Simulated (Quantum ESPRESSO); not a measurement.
## Cu2O (Cuprite): parallel and opposed starts

Does Cu2O (Cuprite) prefer parallel or opposed moments?

Method: PBEsol with U = 6 eV on Cu d (ortho-atomic projectors); plane waves with GBRV 1.5 PBEsol potentials, no spin-orbit coupling, in Quantum ESPRESSO 7.5.

Most raw output is cut from this account.

The database entry behind the starting cell differs from later determinations by our own check (0.1 to 0.3 % short, probably kX units), so it need not match the best structure at ambient conditions.

**1. The starting structure**

Symmetry: Pn-3m, No. 224, cubic system. Conventional cell: a = 4.260 Å, b = 4.260 Å, c = 4.260 Å, α = 90.00°, β = 90.00°, γ = 90.00°. Cu has 2 O at 1.84 Å nearest. Nearest to O lie 4 Cu at 1.84 Å. Farther neighbours and most contacts between anions are not listed.

The cell comes from the Crystallography Open Database.

**2. Start 1: ferro ++++**

The signs are those of the starting moments on the seeded atoms, the atoms that are given a moment.

Contents of pw.in:

```
&CONTROL
  calculation = 'scf'
  prefix = 'pwscf'
  outdir = './tmp'
  pseudo_dir = './pseudo'
  disk_io = 'nowf'
/
&SYSTEM
  ibrav = 0
  nat = 6
  ntyp = 2
  ecutwfc = 40
  ecutrho = 280
  nbnd = 58
  occupations = 'smearing'
  smearing = 'fd'
  degauss = 0.00367493
  nspin = 2
  starting_magnetization(1) = 0.0526
  starting_magnetization(2) = 0
/
&ELECTRONS
  conv_thr = 1.2d-08
  electron_maxstep = 150
  mixing_beta = 0.3
/
ATOMIC_SPECIES
Cu     63.5460 cu_pbesol_v1.2.uspp.F.UPF
O      15.9990 o_pbesol_v1.2.uspp.F.UPF
CELL_PARAMETERS angstrom
   4.2600000000    0.0000000000    0.0000000000
   0.0000000000    4.2600000000    0.0000000000
   0.0000000000    0.0000000000    4.2600000000
ATOMIC_POSITIONS crystal
Cu      0.2500000000    0.2500000000    0.2500000000
Cu      0.2500000000    0.7500000000    0.7500000000
Cu      0.7500000000    0.7500000000    0.2500000000
Cu      0.7500000000    0.2500000000    0.7500000000
O       0.0000000000    0.0000000000    0.0000000000
O       0.5000000000    0.5000000000    0.5000000000
K_POINTS automatic
6 6 6 0 0 0
HUBBARD {ortho-atomic}
U Cu-3d 6.0000
```

Run with:

```console
$ OMP_NUM_THREADS=1 mpirun -n 4 pw.x -nk 4 -in pw.in > pw.out
```

Wall time 29 s (4 MPI ranks of Intel Xeon Platinum 8375C at 2.90GHz (Ice Lake), shared host); peak memory 0.56 GiB.

The spin moment in the atom's sphere vanishes on all atoms.

Numbers from this step:

| Quantity | Value |
| --- | --- |
| smearing term TS | 4.77e-6 eV |
| magnetization | 0 μB |
| absolute magnetization | 0 μB |
| final state | non-magnetic |

Valence density in the ac plane at fractional y = 0.250, with atoms of Cu within 0.2 Å of it. It is the smooth field of the valence electrons, not physical close to the nuclei.

Values in e/Å³, 14 rows by 14 columns, each cell a mean:
```
 0  0  0  0  0  0  0  0  0  1  1  1  0  0
 0  0  0  0  0  0  0  0  1  3  8  6  2  0
 0  0  0  0  0  0  0  0  2 13 42 29  6  1
 0  0  0  0  0  0  0  0  2 18 61 42  8  1
 0  0  0  0  0  0  0  0  1  6 18 13  3  1
 0  0  0  0  0  0  0  0  0  1  2  2  1  0
 0  0  0  0  0  0  0  0  0  0  0  0  0  0
 0  0  1  1  1  0  0  0  0  0  0  0  0  0
 0  1  3  8  6  2  0  0  0  0  0  0  0  0
 0  2 13 42 29  6  1  0  0  0  0  0  0  0
 0  2 18 61 42  8  1  0  0  0  0  0  0  0
 0  1  6 18 13  3  1  0  0  0  0  0  0  0
 0  0  1  2  2  1  0  0  0  0  0  0  0  0
 0  0  0  0  0  0  0  0  0  0  0  0  0  0
```
Columns run along a (4.3 Å), rows up along c (4.3 Å). Atoms in or near the plane, at fractional coordinates: Cu at (0.25, 0.25), Cu at (0.75, 0.75).

**3. Run 2, typed as antiferro ++−−**

Contents of pw.in:

```
&CONTROL
  calculation = 'scf'
  prefix = 'pwscf'
  outdir = './tmp'
  pseudo_dir = './pseudo'
  disk_io = 'nowf'
/
&SYSTEM
  ibrav = 0
  nat = 6
  ntyp = 3
  ecutwfc = 40
  ecutrho = 280
  nbnd = 56
  occupations = 'smearing'
  smearing = 'fd'
  degauss = 0.00367493
  nspin = 2
  starting_magnetization(1) = 0.0526
  starting_magnetization(2) = -0.0526
  starting_magnetization(3) = 0
/
&ELECTRONS
  conv_thr = 1.2d-08
  electron_maxstep = 150
  mixing_beta = 0.3
/
ATOMIC_SPECIES
Cu1    63.5460 cu_pbesol_v1.2.uspp.F.UPF
Cu2    63.5460 cu_pbesol_v1.2.uspp.F.UPF
O      15.9990 o_pbesol_v1.2.uspp.F.UPF
CELL_PARAMETERS angstrom
   4.2600000000    0.0000000000    0.0000000000
   0.0000000000    4.2600000000    0.0000000000
   0.0000000000    0.0000000000    4.2600000000
ATOMIC_POSITIONS crystal
Cu1     0.2500000000    0.2500000000    0.2500000000
Cu1     0.2500000000    0.7500000000    0.7500000000
Cu2     0.7500000000    0.7500000000    0.2500000000
Cu2     0.7500000000    0.2500000000    0.7500000000
O       0.0000000000    0.0000000000    0.0000000000
O       0.5000000000    0.5000000000    0.5000000000
K_POINTS automatic
6 6 6 0 0 0
HUBBARD {ortho-atomic}
U Cu1-3d 6.0000
U Cu2-3d 6.0000
```

Run time: 74 s. Hardware: 4 MPI ranks; peak memory 0.74 GiB; 4.9 min of CPU time.

The spin moment in the atom's sphere vanishes on all atoms.

This step gave:

```yaml
smearing_term_ts: 4.77e-6 eV
magnetization: 0 μB
absolute_magnetization: 0 μB
final_state: non-magnetic
```

Valence density in the ac plane at fractional y = 0.250, with atoms of Cu within 0.2 Å of it. It is the smooth field of the valence electrons, not physical close to the nuclei.

Values in e/Å³, 14 rows by 14 columns, each cell a mean:
```
 0  0  0  0  0  0  0  0  0  1  1  1  0  0
 0  0  0  0  0  0  0  0  1  3  8  6  2  0
 0  0  0  0  0  0  0  0  2 13 42 29  6  1
 0  0  0  0  0  0  0  0  2 18 61 42  8  1
 0  0  0  0  0  0  0  0  1  6 18 13  3  1
 0  0  0  0  0  0  0  0  0  1  2  2  1  0
 0  0  0  0  0  0  0  0  0  0  0  0  0  0
 0  0  1  1  1  0  0  0  0  0  0  0  0  0
 0  1  3  8  6  2  0  0  0  0  0  0  0  0
 0  2 13 42 29  6  1  0  0  0  0  0  0  0
 0  2 18 61 42  8  1  0  0  0  0  0  0  0
 0  1  6 18 13  3  1  0  0  0  0  0  0  0
 0  0  1  2  2  1  0  0  0  0  0  0  0  0
 0  0  0  0  0  0  0  0  0  0  0  0  0  0
```
Columns run along a (4.3 Å), rows up along c (4.3 Å). Atoms in or near the plane, at fractional coordinates: Cu at (0.25, 0.25), Cu at (0.75, 0.75).

**4. Start 3: ferri +++−**

Edit pw.in of step 3 so:

```diff
@@ -13,3 +13,3 @@
   ecutrho = 280
-  nbnd = 56
+  nbnd = 57
   occupations = 'smearing'
@@ -38,3 +38,3 @@
 Cu1     0.2500000000    0.7500000000    0.7500000000
-Cu2     0.7500000000    0.7500000000    0.2500000000
+Cu1     0.7500000000    0.7500000000    0.2500000000
 Cu2     0.7500000000    0.2500000000    0.7500000000
```

Run time: 57 s. Hardware: 4 MPI ranks; peak memory 0.63 GiB; 3.8 min of CPU time.

Spin moment in the atom's sphere by atom:

```tsv
atom	spin moment in the atom's sphere (μB)
Cu1	-0.0001
Cu2	-0.0001
Cu3	-0.0001
Cu4	0.0000
O5	0.0000
O6	0.0000
```

Numbers from this step:

- smearing term TS: 4.77e-6 eV
- magnetization: 0 μB
- absolute magnetization: 0 μB
- final state: non-magnetic

**5. Ranking**

An order is kept where moments of 0.15 μB or more survive with the typed signs; meshes match where a doubled cell samples the same k points as the first cell.

Orders:

```tsv
start	final state	typed order kept	energy over the lowest (meV a seeded atom)	largest site moment (μB)	net moment (μB a cell of the first run)	mesh matched	CPU time (s)
ferro ++++	non-magnetic	no	0	0	0	yes	113.5
antiferro ++--	non-magnetic	no	0	0	0	yes	297
ferri +++-	non-magnetic	no	0	0	0	yes	226.8
```

**6. Occupations of the corrected shells in the lowest state**

Occupations of the Hubbard shells:

```tsv
block	type	shell	spin	electrons	occupation numbers
1	Cu1	3d	up	4.755	0.853 0.969 0.969 0.982 0.982
1	Cu1	3d	down	4.755	0.853 0.969 0.969 0.982 0.982
2	Cu1	3d	up	4.755	0.853 0.969 0.969 0.982 0.982
2	Cu1	3d	down	4.755	0.853 0.969 0.969 0.982 0.982
3	Cu2	3d	up	4.755	0.853 0.969 0.969 0.982 0.982
3	Cu2	3d	down	4.755	0.853 0.969 0.969 0.982 0.982
4	Cu2	3d	up	4.755	0.853 0.969 0.969 0.982 0.982
4	Cu2	3d	down	4.755	0.853 0.969 0.969 0.982 0.982
```

**7. Summary of results**

- lowest state found: non-magnetic (from ferro ++++, antiferro ++-- and ferri +++-)
- largest site moment: 0 μB

In words: The lowest state carries no moment, and no start kept one. This is the lowest of 3 collinear or spinless starts, no proof of the ground state.

[Logs and program files are shortened in this print: banners, set-up blocks, solver, clock and traceback lines can be left out without a mark of their own.]

[Logs are printed without paths, hosts, clocks, repeated set-up lines and the standing remarks that a program may print on its own settings, such as how far it seeks lower states.]

[Hosts, paths, dates, database ids (printed as entryN), source tags and the programs' standing remarks are cut or masked in the printed files.]

[Where a cell is said to come from a database of computed structures, the database is the Materials Project.]
